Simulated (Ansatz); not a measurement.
**Ag wire along [110], 4 atoms a period: bands by functional and under strain**

Aim: is the Ag wire along [110], 4 atoms a period a metal or a semiconductor?

Program: Ansatz 0.2.0. Level of theory: DFT PBE, plane waves, PAW; relaxation of a wire's period, in the first sound run; inputs show where later runs differ. Results are calculated unless marked as measured.

**1. The structure**

The cell holds 4 atoms: 4 Ag. Cell: a = 8.875 Å, b = 11.202 Å, c = 2.934 Å, α = 90.0°, β = 90.0°, γ = 90.0°. Vacuum lies along a and b. The structure's axis is c.

**2. The relaxed wire**

Band widths follow the bond lengths, so the wire is relaxed first. The atoms and the third cell vector are free; the box across stays fixed as vacuum. A Fermi-Dirac smearing is set since the result may be a metal. The pressure printed is a third of the stress's trace over the whole box, vacuum included; only the stress along the axis is relaxed.

File input.yaml:

```yaml
crystal:
  lattice:
    - [8.875, 0.0, 0.0]
    - [0.0, 11.202, 0.0]
    - [0.0, 0.0, 2.9344931419]
  atoms:
    - { symbol: Ag, position: [0.383098592, 0.696459535, 0.0] }
    - { symbol: Ag, position: [0.383098592, 0.434497998, 0.0] }
    - { symbol: Ag, position: [0.616901408, 0.303517229, 0.5] }
    - { symbol: Ag, position: [0.616901408, 0.565478766, 0.5] }
kpoints:
  mp_grid: { grid: [1, 1, 28] }
scf:
  occupations: { method: fermi_dirac, width: 0.05 }
hamiltonian:
  xc: pbe
relax:
  cell: { fix: [a, b, alpha, beta, gamma] }
  max_steps: 60
```

On the command line:

```bash
$ ansatz run input.yaml --threads 8 --pin off --max-ram 16384MiB --backend cpu --events-out ev --progress --plain --runs-dir out
```

Numbers of over 12 decimals in the logs are rounded to 6 here.

The log of the run:

```text
Engine: ansatz 0.2.0, aarch64-unknown-linux-gnu
Pseudopotentials: kind: paw
Pseudopotential: Ag, paw, valence charge 19, recommended cutoff 420 eV (normal), Ag.paw.azcp
Functional definition: PBE
  parameter kappa = 0.804
  parameter beta = 0.066725
  exchange = pbe_x(kappa = kappa, mu = beta*pi^2/3)
  correlation = pbe_c(beta = beta)
Crystal: 4 atoms, lattice volume = 291.741 Å³
Basis set: ecut = 420 eV, 5649 PW (Γ), exchange–correlation on 120×150×40 points (8 copies of the dense FFT grid, shifted against one another)
Bands: 46, of which v1, the nominal top of the filled ones, is band 38 counted from 1 (37 counted from 0)
Symmetry: 4 space group operations
Space group: P21/m (ITA 11), of the structure as read, at distance tolerance 6.6e-5 Å
k-points: 15 of 28
Non-local potential: Ag, projectors of the file, l = 0: 3, l = 1: 2, l = 2: 2, l = 3: 1
PAW form: soft (Blöchl's): semilocal exchange-correlation on the pseudo side does not see the compensation charge
PAW one-centre angular grid: Ag, 590 points (default); XC on 64 Gauss nodes
Initial density: superposition of atomic densities (neutral atoms: chi_scale 0, normalization atom), corrected by the library's trained network
Initial wavefunctions: pseudopotential atomic-orbital guess
Functional: x = pbe(κ = 0.804, μ = 0.219515), c = pbe(β = 0.066725)
SCF iter   1: F=—  HF=-30358.987532 eV  |F-HF|=—  |Δ(HF+E_count)|=         —  Δρ=1.59e-3  dr2=2.60e-2  ethr=1.77e-3  ⟨swp⟩=7.1  Hψ=2843  notcnv=0  defer=4
preconditioner: auto → LDOS  [metal: Δε(μ)=0.076 eV  Ē_g=7.157 eV  σ=0.050 eV  W_gap=0.34  n_scr=34 (ndim 8)  ℏωp=14.4 eV  f_vac=0.624  D(μ)=1.97/eV (n_scr^D=8)  β→1.0]
SCF iter   2: F=—  HF=-30358.987921 eV  |F-HF|=—  |Δ(HF+E_count)|=   3.89e-4  Δρ=1.57e-3  dr2=9.55e-3  ethr=3.42e-5  ⟨swp⟩=2.7  Hψ=1250  notcnv=0  defer=20
SCF iter   3: F=—  HF=-30358.986458 eV  |F-HF|=—  |Δ(HF+E_count)|=   1.46e-3  Δρ=7.97e-4  dr2=2.58e-3  ethr=1.26e-5  ⟨swp⟩=2.0  Hψ=1280  notcnv=0  defer=20
SCF iter   4: F=—  HF=-30358.985902 eV  |F-HF|=—  |Δ(HF+E_count)|=   5.56e-4  Δρ=1.85e-4  dr2=3.76e-4  ethr=3.39e-6  ⟨swp⟩=2.0  Hψ=1045  notcnv=0  defer=20
SCF iter   5: F=—  HF=-30358.985829 eV  |F-HF|=—  |Δ(HF+E_count)|=   7.32e-5  Δρ=7.69e-5  dr2=2.44e-5  ethr=4.95e-7  ⟨swp⟩=2.0  Hψ=1053  notcnv=0  defer=20
SCF iter   6: F=—  HF=-30358.985606 eV  |F-HF|=—  |Δ(HF+E_count)|=   2.22e-4  Δρ=1.63e-5  dr2=1.43e-6  ethr=3.21e-8  ⟨swp⟩=2.0  Hψ=1011  notcnv=0  defer=20
SCF iter   7: F=—  HF=-30358.985607 eV  |F-HF|=—  |Δ(HF+E_count)|=   8.98e-7  Δρ=8.26e-6  dr2=4.62e-7  ethr=1.88e-9  ⟨swp⟩=2.0  Hψ=1004  notcnv=0  defer=20
SCF iter   8: F=-30358.985607 eV  HF=-30358.985607 eV  |F-HF|=2.11e-8  |Δ(HF+E_count)|=   6.72e-9  Δρ=4.62e-6  dr2=7.95e-8  ethr=1.32e-10  ⟨swp⟩=3.0  Hψ=2705  notcnv=0
SCF 1 converged in 8 iterations: F = -30358.985607 eV  dr2 = 7.95e-8
  greatest PAW one-centre occupation: 1.000 electrons in one spin orbital (limit 2), on the Ag atom at site 3 (counted from 0), in its partial waves of l = 0
relax step   1: F+E_penalty+E_count = -30358.98560727 eV  Δ(F+E_penalty+E_count) = +0.000e0 eV  max|allowed force component| = 4.701e-1 eV/Å  Δτ_max = 0.0000 Å  P = -1.353 GPa  Ω = 291.741 Å³  fix = [a, b, alpha, beta, gamma]  reactions: a -0.588, b -1.144 GPa; gamma -0.450 GPa/rad  (8 SCF iters, dr2 threshold 1.00e-7 eV, accepted)
Crystal: 4 atoms, lattice volume = 279.925 Å³
Basis set: ecut = 420 eV, 5493 PW (Γ), exchange–correlation on 120×150×40 points (8 copies of the dense FFT grid, shifted against one another)
Initial density: handed on by an earlier stage of this run
Initial wavefunctions: those handed on with the density
iter 1 solved again at ethr=6.50e-5 eV; its pass at ethr=3.10e-3 eV (dr2=4.94e-2 eV) is discarded
SCF iter   1: F=—  HF=-30359.188748 eV  |F-HF|=—  |Δ(HF+E_count)|=         —  Δρ=3.97e-3  dr2=5.03e-2  ethr=6.50e-5  ⟨swp⟩=2.1  Hψ=3399  notcnv=0
preconditioner: auto → LDOS  [insulator: Δε(μ)=0.180 eV  Ē_g=7.442 eV  σ=0.050 eV  W_gap=0.60  n_scr=32 (ndim 8)  ℏωp=14.7 eV  f_vac=0.635  D(μ)=1.40/eV (n_scr^D=8)  ε∞_Penn≈4.9  β→1.0]
SCF iter   2: F=—  HF=-30359.202891 eV  |F-HF|=—  |Δ(HF+E_count)|=   1.41e-2  Δρ=6.05e-3  dr2=9.08e-2  ethr=6.50e-5  ⟨swp⟩=2.3  Hψ=1403  notcnv=0
SCF iter   3: F=—  HF=-30359.176961 eV  |F-HF|=—  |Δ(HF+E_count)|=   2.59e-2  Δρ=1.27e-3  dr2=3.95e-3  ethr=6.50e-5  ⟨swp⟩=2.0  Hψ=1226  notcnv=0  defer=18
SCF iter   4: F=—  HF=-30359.176019 eV  |F-HF|=—  |Δ(HF+E_count)|=   9.42e-4  Δρ=2.99e-4  dr2=2.27e-4  ethr=5.19e-6  ⟨swp⟩=2.3  Hψ=1131  notcnv=0  defer=18
SCF iter   5: F=—  HF=-30359.175835 eV  |F-HF|=—  |Δ(HF+E_count)|=   1.84e-4  Δρ=8.60e-5  dr2=2.29e-5  ethr=2.99e-7  ⟨swp⟩=2.1  Hψ=1179  notcnv=0  defer=18
SCF iter   6: F=—  HF=-30359.175834 eV  |F-HF|=—  |Δ(HF+E_count)|=   1.26e-6  Δρ=2.21e-5  dr2=2.50e-6  ethr=3.01e-8  ⟨swp⟩=2.0  Hψ=1003  notcnv=0  defer=18
SCF iter   7: F=-30359.175835 eV  HF=-30359.175835 eV  |F-HF|=1.26e-7  |Δ(HF+E_count)|=   1.12e-6  Δρ=8.35e-6  dr2=2.37e-7  ethr=5.26e-10  ⟨swp⟩=5.0  Hψ=2476  notcnv=0
SCF 2 converged in 7 iterations: F = -30359.175835 eV  dr2 = 2.37e-7
relax step   2: F+E_penalty+E_count = -30359.17583522 eV  Δ(F+E_penalty+E_count) = -1.902e-1 eV  max|allowed force component| = 2.248e-1 eV/Å  Δτ_max = 0.1558 Å  P = +0.171 GPa  Ω = 279.925 Å³  energy of the carried Pulay correction = +1.328e-3 eV  fix = [a, b, alpha, beta, gamma]  reactions: a +0.524, b +0.303 GPa; gamma -0.003 GPa/rad  (7 SCF iters, dr2 threshold 4.00e-7 eV, accepted)
Crystal: 4 atoms, lattice volume = 276.559 Å³
Basis set: ecut = 420 eV, 5469 PW (Γ), exchange–correlation on 120×150×40 points (8 copies of the dense FFT grid, shifted against one another)
iter 1 solved again at ethr=4.30e-6 eV; its pass at ethr=3.10e-3 eV (dr2=3.27e-3 eV) is discarded
SCF iter   1: F=—  HF=-30359.193115 eV  |F-HF|=—  |Δ(HF+E_count)|=         —  Δρ=1.17e-3  dr2=3.61e-3  ethr=4.30e-6  ⟨swp⟩=2.1  Hψ=3351  notcnv=0
preconditioner: auto → LDOS  [insulator: Δε(μ)=0.214 eV  Ē_g=7.516 eV  σ=0.050 eV  W_gap=0.65  n_scr=40 (ndim 8)  ℏωp=14.8 eV  f_vac=0.632  D(μ)=1.39/eV (n_scr^D=8)  ε∞_Penn≈4.9  β→1.0]
SCF iter   2: F=—  HF=-30359.194113 eV  |F-HF|=—  |Δ(HF+E_count)|=   9.99e-4  Δρ=1.37e-3  dr2=6.17e-3  ethr=4.30e-6  ⟨swp⟩=2.1  Hψ=1311  notcnv=0
SCF iter   3: F=—  HF=-30359.192332 eV  |F-HF|=—  |Δ(HF+E_count)|=   1.78e-3  Δρ=1.90e-4  dr2=1.13e-4  ethr=4.30e-6  ⟨swp⟩=2.0  Hψ=1093  notcnv=0
SCF iter   4: F=—  HF=-30359.192232 eV  |F-HF|=—  |Δ(HF+E_count)|=   1.00e-4  Δρ=1.11e-4  dr2=3.67e-5  ethr=1.49e-7  ⟨swp⟩=2.0  Hψ=1022  notcnv=0
SCF iter   5: F=—  HF=-30359.192224 eV  |F-HF|=—  |Δ(HF+E_count)|=   8.22e-6  Δρ=2.69e-5  dr2=2.92e-6  ethr=4.83e-8  ⟨swp⟩=2.0  Hψ=1022  notcnv=0
SCF iter   6: F=—  HF=-30359.192223 eV  |F-HF|=—  |Δ(HF+E_count)|=   3.34e-7  Δρ=7.50e-6  dr2=4.29e-7  ethr=3.85e-9  ⟨swp⟩=2.1  Hψ=1024  notcnv=0
SCF iter   7: F=-30359.192224 eV  HF=-30359.192224 eV  |F-HF|=1.24e-9  |Δ(HF+E_count)|=   7.54e-8  Δρ=2.70e-6  dr2=4.02e-8  ethr=5.26e-10  ⟨swp⟩=4.0  Hψ=2137  notcnv=0
SCF 3 converged in 7 iterations: F = -30359.192224 eV  dr2 = 4.02e-8
relax step   3: F+E_penalty+E_count = -30359.19222350 eV  Δ(F+E_penalty+E_count) = -1.639e-2 eV  max|allowed force component| = 2.047e-2 eV/Å  Δτ_max = 0.0559 Å  P = +0.110 GPa  Ω = 276.559 Å³  energy of the carried Pulay correction = +1.723e-3 eV  fix = [a, b, alpha, beta, gamma]  reactions: a +0.218, b +0.048 GPa; gamma +0.002 GPa/rad  (7 SCF iters, dr2 threshold 4.00e-7 eV, accepted)
[...]
relax step   4: F+E_penalty+E_count = -30359.19244305 eV  Δ(F+E_penalty+E_count) = -2.195e-4 eV  max|allowed force component| = 6.080e-3 eV/Å  Δτ_max = 0.0076 Å  P = +0.079 GPa  Ω = 276.802 Å³  energy of the carried Pulay correction = +1.694e-3 eV  fix = [a, b, alpha, beta, gamma]  reactions: a +0.185, b +0.048 GPa; gamma -0.008 GPa/rad  (6 SCF iters, dr2 threshold 2.62e-8 eV, accepted)
[...]
relax step   5: F+E_penalty+E_count = -30359.19262466 eV  Δ(F+E_penalty+E_count) = -1.816e-4 eV  max|allowed force component| = 5.109e-3 eV/Å  Δτ_max = 0.0199 Å  P = +0.078 GPa  Ω = 276.841 Å³  energy of the carried Pulay correction = +1.690e-3 eV  fix = [a, b, alpha, beta, gamma]  reactions: a +0.178, b +0.063 GPa; gamma -0.005 GPa/rad  (10 SCF iters, accepted)
[...]
relax step   6: F+E_penalty+E_count = -30359.19297097 eV  Δ(F+E_penalty+E_count) = -3.463e-4 eV  max|allowed force component| = 1.817e-2 eV/Å  Δτ_max = 0.0638 Å  P = +0.056 GPa  Ω = 276.931 Å³  energy of the carried Pulay correction = +1.679e-3 eV  fix = [a, b, alpha, beta, gamma]  reactions: a +0.153, b +0.047 GPa; gamma -0.007 GPa/rad  (10 SCF iters, accepted)
[...]
relax step   7: F+E_penalty+E_count = -30359.19321962 eV  Δ(F+E_penalty+E_count) = -2.487e-4 eV  max|allowed force component| = 2.214e-2 eV/Å  Δτ_max = 0.0652 Å  P = +0.049 GPa  Ω = 276.905 Å³  energy of the carried Pulay correction = +1.682e-3 eV  fix = [a, b, alpha, beta, gamma]  reactions: a +0.146, b +0.030 GPa; gamma -0.008 GPa/rad  (7 SCF iters, dr2 threshold 2.06e-8 eV, accepted)
[...]
relax step   8: F+E_penalty+E_count = -30359.19341912 eV  Δ(F+E_penalty+E_count) = -1.995e-4 eV  max|allowed force component| = 7.138e-3 eV/Å  Δτ_max = 0.0330 Å  P = +0.072 GPa  Ω = 276.841 Å³  energy of the carried Pulay correction = +1.690e-3 eV  fix = [a, b, alpha, beta, gamma]  reactions: a +0.175, b +0.042 GPa; gamma -0.002 GPa/rad  (7 SCF iters, dr2 threshold 3.06e-8 eV, accepted)
[...]
relax step   9: F+E_penalty+E_count = -30359.19346598 eV  Δ(F+E_penalty+E_count) = -4.687e-5 eV  max|allowed force component| = 2.325e-3 eV/Å  Δτ_max = 0.0267 Å  P = +0.075 GPa  Ω = 276.869 Å³  energy of the carried Pulay correction = +1.686e-3 eV  fix = [a, b, alpha, beta, gamma]  reactions: a +0.181, b +0.050 GPa; gamma -0.008 GPa/rad  (10 SCF iters, accepted)
Initial wavefunctions: pseudopotential atomic-orbital guess (no wavefunctions were taken with the density)
iter 1 solved again at ethr=4.01e-7 eV; its pass at ethr=3.10e-3 eV (dr2=3.05e-4 eV) is discarded
SCF iter   1: F=—  HF=-30359.191774 eV  |F-HF|=—  |Δ(HF+E_count)|=         —  Δρ=9.60e-5  dr2=3.97e-6  ethr=4.01e-7  ⟨swp⟩=3.0  Hψ=4677  notcnv=0
preconditioner: auto → LDOS  [insulator: Δε(μ)=0.255 eV  Ē_g=7.503 eV  σ=0.050 eV  W_gap=0.74  n_scr=40 (ndim 8)  ℏωp=14.8 eV  f_vac=0.632  D(μ)=1.32/eV (n_scr^D=8)  ε∞_Penn≈4.9  β→1.0]
SCF iter   2: F=—  HF=-30359.191601 eV  |F-HF|=—  |Δ(HF+E_count)|=   1.73e-4  Δρ=4.50e-5  dr2=3.97e-6  ethr=5.23e-9  ⟨swp⟩=2.1  Hψ=1267  notcnv=0
SCF iter   3: F=—  HF=-30359.191600 eV  |F-HF|=—  |Δ(HF+E_count)|=   9.91e-7  Δρ=2.20e-5  dr2=1.09e-6  ethr=5.22e-9  ⟨swp⟩=2.0  Hψ=1262  notcnv=0
SCF iter   4: F=—  HF=-30359.191600 eV  |F-HF|=—  |Δ(HF+E_count)|=   2.62e-7  Δρ=6.37e-6  dr2=8.94e-8  ethr=1.43e-9  ⟨swp⟩=2.0  Hψ=981  notcnv=0
SCF iter   5: F=—  HF=-30359.191600 eV  |F-HF|=—  |Δ(HF+E_count)|=   2.07e-8  Δρ=1.45e-6  dr2=5.09e-9  ethr=1.18e-10  ⟨swp⟩=2.0  Hψ=1017  notcnv=0
SCF iter   6: F=—  HF=-30359.191600 eV  |F-HF|=—  |Δ(HF+E_count)|=   1.30e-9  Δρ=1.74e-7  dr2=6.69e-11  ethr=6.70e-12  ⟨swp⟩=2.3  Hψ=1118  notcnv=0
SCF iter   7: F=-30359.191600 eV  HF=-30359.191600 eV  |F-HF|=1.46e-11  |Δ(HF+E_count)|=  1.46e-11  Δρ=3.94e-8  dr2=5.52e-12  ethr=1.00e-12  ⟨swp⟩=5.0  Hψ=2412  notcnv=0
SCF 10 converged in 7 iterations: F = -30359.191600 eV  dr2 = 5.52e-12
relax step  10: F+E_penalty+E_count = -30359.19159969 eV  Δ(F+E_penalty+E_count) = +1.866e-3 eV  max|allowed force component| = 2.261e-3 eV/Å  Δτ_max = 0.0000 Å  P = +0.077 GPa  Ω = 276.869 Å³  fix = [a, b, alpha, beta, gamma]  reactions: a +0.182, b +0.051 GPa; gamma -0.007 GPa/rad  stress off target by 3.52e-3 GPa on what of the cell is left free  SCF on the basis re-selected at this cell (its energy is not comparable with the rows above)  (7 SCF iters)
basis re-selected at this cell: Δ(F+E_penalty+E_count) = +1.866e-3 eV, ΔP = +0.001 GPa vs the last step (what re-selecting the basis moved, of the pressure what is left beyond the Pulay correction that the steps carried, after the strain that the cell walked since its last selection, with what the two solves' SCF thresholds leave and, on support functions, any second-order correction that the steps lacked; it is no m [...]
SCF converged after 7 iterations
Free energy (F): -30359.191600 eV
Harris-Foulkes:  -30359.191600 eV  (|F-HF|=1.46e-11)
Internal energy: -30359.180272 eV  (E = F + TS)
E sigma→0 (E₀):  -30359.185936 eV
Entropy (-TS):   -0.011327 eV (-2.832 meV/atom)
Fermi energy:    1.231800 eV
--- Per-component energies (eV) ---
  E_band       = -2130.173063
  E_kinetic    = 2110.834840
  E_local      = -32614.383757  (includes V_loc(G=0)·N_el)
  E_nonlocal   = 323.534287
  E_hartree    = 15318.713848
  E_xc         = -734.916715
  E_vxc        = -932.917273  (∫ρ·V_xc dr)
  E_paw        = -15612.857594  (= ΣΔE_a)
  E_vpaw       = -1654.670271  (= ΣTr[D̂ρ^β])
  E_aug_tail   = 0.001227  (compensation charges beyond the density's cutoff)
  E_ewald      = 849.893590
  E_smearing   = -0.011327  (= −TS)
  E_closure    = 0.000000  (closes the sum)
  Σ components = -30359.191600   (vs F -30359.191600, Δ=0.00e0)
--- Forces (eV/Å), atoms counted from 1 ---
  atom   1  Ag     0.00163031    -0.00110772     0.00000000
  atom   2  Ag     0.00226139    -0.00033324     0.00000000
  atom   3  Ag    -0.00163031     0.00110772    -0.00000000
  atom   4  Ag    -0.00226139     0.00033324    -0.00000000
  max |Σ_I F_I| component: 1.63e-19 eV/Å
--- Stress (GPa, compression-positive) ---
        0.181683       0.007347       0.000000
        0.007347       0.051345       0.000000
        0.000000       0.000000      -0.003521
  P = ⅓ Tr σ = 0.0765 GPa (0.765 kbar)
--- Relaxed structure (9 steps of the walk, 9 accepted, 1 SCFs on fresh bases) ---
  F+E_penalty+E_count = -30359.19159969 eV   max|allowed force component| = 2.261e-3 eV/Å   (the final SCF, on the basis selected at the relaxed cell)
  cell:  # Å, volume = 276.8688 Å³
    - [8.875, 0, 0]
    - [0, 11.202, 0]
    - [0, 0, 2.784903]
  atoms:
    - { symbol: Ag, position: [0.369807, 0.673135, 4.462792528733009e-18] }
    - { symbol: Ag, position: [0.384172, 0.425746, -3.6037879588368505e-19] }
    - { symbol: Ag, position: [0.630193, 0.326841, 0.5] }
    - { symbol: Ag, position: [0.615828, 0.574230, 0.5] }
```

Wall time 13 s (8 threads of Arm Neoverse V2, shared host); peak memory 0.87 GiB; 92 s of CPU time.

Step by step:

| step | energy less that of the first step (eV) | largest force component (eV/Å) | pressure (GPa) | volume (Å³) |
| --- | --- | --- | --- | --- |
| 1 | 0.0000 | 0.4701 | -1.35 | 291.74 |
| 2 | -0.1902 | 0.2248 | 0.17 | 279.93 |
| 3 | -0.2066 | 0.0205 | 0.11 | 276.56 |
| 4 | -0.2068 | 0.0061 | 0.08 | 276.80 |
| 5 | -0.2070 | 0.0051 | 0.08 | 276.84 |
| 6 | -0.2074 | 0.0182 | 0.06 | 276.93 |
| 7 | -0.2076 | 0.0221 | 0.05 | 276.90 |
| 8 | -0.2078 | 0.0071 | 0.07 | 276.84 |
| 9 | -0.2079 | 0.0023 | 0.08 | 276.87 |
| 10* | -0.2060 | 0.0023 | 0.08 | 276.87 |

Relaxation steps marked * repeat the geometry before them on a plane-wave basis chosen anew for their cell, so energy and pressure can jump there.

Forces are held to the 4 operations that the run works with; a distortion that breaks them can't arise in this run.

| cell as run | before | after | change |
| --- | --- | --- | --- |
| c (Å) | 2.934 | 2.785 | -5.1 % |

The atoms that moved most (Å, along periodic axes as changes of fractional coordinates times the final cell, across vacuum about the mean position):

| atom | dx | dy | dz | length |
| --- | --- | --- | --- | --- |
| Ag3 | 0.118 | 0.261 | 0.000 | 0.287 |
| Ag1 | -0.118 | -0.261 | 0.000 | 0.287 |
| Ag2 | 0.010 | -0.098 | 0.000 | 0.098 |
| Ag4 | -0.010 | 0.098 | 0.000 | 0.098 |

The relaxed structure:

```xyz
4
Lattice="8.8750 0.0000 0.0000 0.0000 11.2020 0.0000 0.0000 0.0000 2.7849" Properties=species:S:1:pos:R:3
Ag    3.2820    7.5405    0.0000
Ag    3.4095    4.7692    0.0000
Ag    5.5930    3.6613    1.3925
Ag    5.4655    6.4325    1.3925
```

Numbers from this step:

```
energy at zero smearing    : -30359.1859 eV
cell length along the wire : 2.785 Å
```

The cell's length comes to 2.785 Å with spin left out.

(Continued in part 2 of 3.)

[Logs are printed without paths, hosts, clocks, repeated set-up lines and the standing remarks that a program may print on its own settings, such as how far it seeks lower states.]

[Hosts, paths, dates, database ids (printed as entryN), source tags and the programs' standing remarks are cut or masked in the printed files.]
